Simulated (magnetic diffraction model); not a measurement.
## HoSnPb: what an assumed order does to the neutron pattern

Space group Pnma (no. 62), a = 7.8150 Å, b = 4.8890 Å, c = 8.4400 Å.

```
site  atom       x    y       z
  4c    Pb  0.1948  3/4  0.9105
  4c    Ho  0.5007  3/4  0.1998
  4c    Sn  0.2964  3/4  0.5850
```

This is a made-up structure (elements placed in a structure type, unrelaxed), so the numbers test the method and describe no known phase.

Only Ho is taken to order (form factors of Ho3+); orders and moment sizes are assumed, and not adapted to the symmetry. Radiation: neutrons of λ = 1.8 Å, 3° to 40°; isotropic B of 0.14 Å² (Pb), 0.12 Å² (Ho) and 0.15 Å² (Sn). The intensities are simulated: I ∝ L Σ (|F_N|² + |F_M⊥|²) for unpolarised neutrons, with F_M = 2.695 fm/μB × Σ f(s) S exp(2πi Q·r) exp(−B s²) at Q = H ± k (one set where k and −k are equivalent), only the part normal to Q counting and L = 1/(sin²θ cos θ). For a modulated order the moment at position r is S exp(−2πi k·r) + c.c., with S = m/2 for a sine wave of amplitude m and S = m(u + iv)/2 for moments turning in a plane, u and v being orthogonal unit vectors in it; the phase factor of the sum at Q = H + k is then exp(2πi H·r). Form factors are spin-only for 3d ions and dipole or tabulated for f ions, scattering lengths are Sears's of 1992, and absorption is left out. A label names one of the reflections at its angle. The strongest nuclear line in the range is 100, and lines under 0.2 are left out.

Assume the order k = (0 0 1/3), moments turning in the plane of [100] and [010], 6.86 μB on Ho; signs + at (0.5007, 3/4, 0.1998), − at (0.0007, 3/4, 0.3002), + at (0.4993, 1/4, 0.8002), − at (0.9993, 1/4, 0.6998).

Q: Where does magnetic intensity appear, and how strong is it?

```tsv
2θ (°)	index	nuclear	magnetic
8.15	(0 0 2/3)	0.0	38.0
13.85	(1 0 1/3)	0.0	146.4
16.35	(0 0 4/3)	0.0	9.2
18.06	(1 0 1)	3.0	0.0
24.45	(1 0 5/3)	0.0	45.5
26.41	(1 1 2/3)	0.0	68.8
26.63	(2 0 0)	4.4	0.0
27.90	(2 0 2/3)	0.0	3.2
28.00	(1 1 1)	4.5	0.0
28.05	(1 0 2)	3.2	0.0
29.41	(2 0 1)	0.7	0.0
29.65	(0 1 5/3)	0.0	13.9
30.09	(1 1 4/3)	0.0	61.3
31.41	(2 0 4/3)	0.0	2.9
31.83	(1 0 7/3)	0.0	27.4
33.04	(0 0 8/3)	0.0	13.9
34.30	(2 1 0)	2.0	0.0
35.44	(1 1 2)	44.7	0.0
36.06	(0 1 7/3)	0.0	9.9
36.55	(2 1 1)	100.0	0.0
36.59	(2 0 2)	36.6	0.0
39.75	(1 0 3)	7.9	0.0
```

The strongest magnetic line in the range is (1 0 1/3) at 13.85° (146.4). On top of the Lorentz factor, which all lines share, magnetic lines fade with angle because f falls: for Ho3+ it is 0.96, 0.85, 0.71 and 0.44 at sin θ/λ = 0.1, 0.2, 0.3 and 0.5 Å⁻¹, while nuclear lengths stay constant. The order has no net moment.

[Logs are printed without paths, hosts, clocks, repeated set-up lines and the standing remarks that a program may print on its own settings, such as how far it seeks lower states.]
